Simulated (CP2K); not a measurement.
Aminoacetonitrile has these distinct N atoms: N1 (bonded to C) and N4 (bonded to C and 2 H).

```xyz
8

N     2.4380   -0.7003   -0.0578
C     1.3867   -0.2014   -0.0223
C     0.0724    0.4431    0.0750
N    -1.0005   -0.4401   -0.4085
H     0.0946    1.3440   -0.5570
H    -0.0375    0.7904    1.1211
H    -1.0567   -1.2778    0.1739
H    -1.8970    0.0420   -0.3244
```

Their partial N K spectra (CP2K XAS_TDP, all-electron GAPW, PBEh(45%), aug-cc-pVDZ, TDA, GW2X-corrected core level, no relativity) are given in random order, each times the number of alike atoms.

Gaussian full width 0.5 eV, oscillator strength per eV, alike atoms added, rows of zeros left out:

| E (eV) | curve 1 | curve 2 |
| --- | --- | --- |
| 400.50 | 0.000 | 0.002 |
| 400.75 | 0.000 | 0.027 |
| 401.00 | 0.000 | 0.101 |
| 401.25 | 0.000 | 0.138 |
| 401.50 | 0.000 | 0.115 |
| 401.75 | 0.000 | 0.042 |
| 402.00 | 0.000 | 0.004 |
| 403.00 | 0.002 | 0.000 |
| 403.25 | 0.008 | 0.000 |
| 403.50 | 0.011 | 0.000 |
| 403.75 | 0.004 | 0.000 |
| 404.00 | 0.004 | 0.000 |
| 404.25 | 0.036 | 0.001 |
| 404.50 | 0.097 | 0.002 |
| 404.75 | 0.070 | 0.001 |
| 405.00 | 0.016 | 0.000 |
| 405.25 | 0.011 | 0.001 |
| 405.50 | 0.010 | 0.002 |
| 405.75 | 0.008 | 0.002 |
| 406.00 | 0.011 | 0.001 |
| 406.25 | 0.007 | 0.003 |
| 406.50 | 0.010 | 0.006 |
| 406.75 | 0.019 | 0.007 |
| 407.00 | 0.018 | 0.011 |
| 407.25 | 0.023 | 0.015 |
| 407.50 | 0.034 | 0.009 |
| 407.75 | 0.025 | 0.003 |
| 408.00 | 0.008 | 0.003 |
| 408.25 | 0.003 | 0.006 |
| 408.50 | 0.007 | 0.005 |
| 408.75 | 0.011 | 0.003 |
| 409.00 | 0.013 | 0.005 |
| 409.25 | 0.014 | 0.014 |
| 409.50 | 0.009 | 0.015 |
| 409.75 | 0.007 | 0.013 |
| 410.00 | 0.006 | 0.009 |
| 410.25 | 0.008 | 0.009 |
| 410.50 | 0.006 | 0.011 |
| 410.75 | 0.005 | 0.005 |
| 411.00 | 0.005 | 0.002 |
| 411.25 | 0.004 | 0.003 |
| 411.50 | 0.004 | 0.005 |
| 411.75 | 0.008 | 0.004 |
| 412.00 | 0.010 | 0.006 |
| 412.25 | 0.006 | 0.007 |
| 412.50 | 0.002 | 0.008 |
| 412.75 | 0.002 | 0.010 |
| 413.00 | 0.008 | 0.006 |
| 413.25 | 0.020 | 0.001 |

Q: Which curve belongs to which atom?

Curve 1: N4 (bonded to C and 2 H), leading line at 404.52 eV (f = 0.027 an atom), ionisation energy 406.65 eV, term value 2.13 eV. Curve 2: N1 (bonded to C), leading line at 401.10 eV (f = 0.054 an atom), ionisation energy 406.30 eV, term value 5.20 eV. The leading line of an atom is its first one with 35 % of the strongest within 2.5 eV of its lowest line over the strength cut. A line lies at the core ionisation energy, which rises as an atom loses charge to its neighbours or to a π system, less the term value, which is large for a low π* or σ* orbital with weight on that atom.

[Banner, clock and machine lines of the logs are left out without a mark of their own.]

[Logs are printed without paths, hosts, clocks, repeated set-up lines and the standing remarks that a program may print on its own settings, such as how far it seeks lower states.]

[Hosts, paths, dates, database ids (printed as entryN), source tags and the programs' standing remarks are cut or masked in the printed files.]
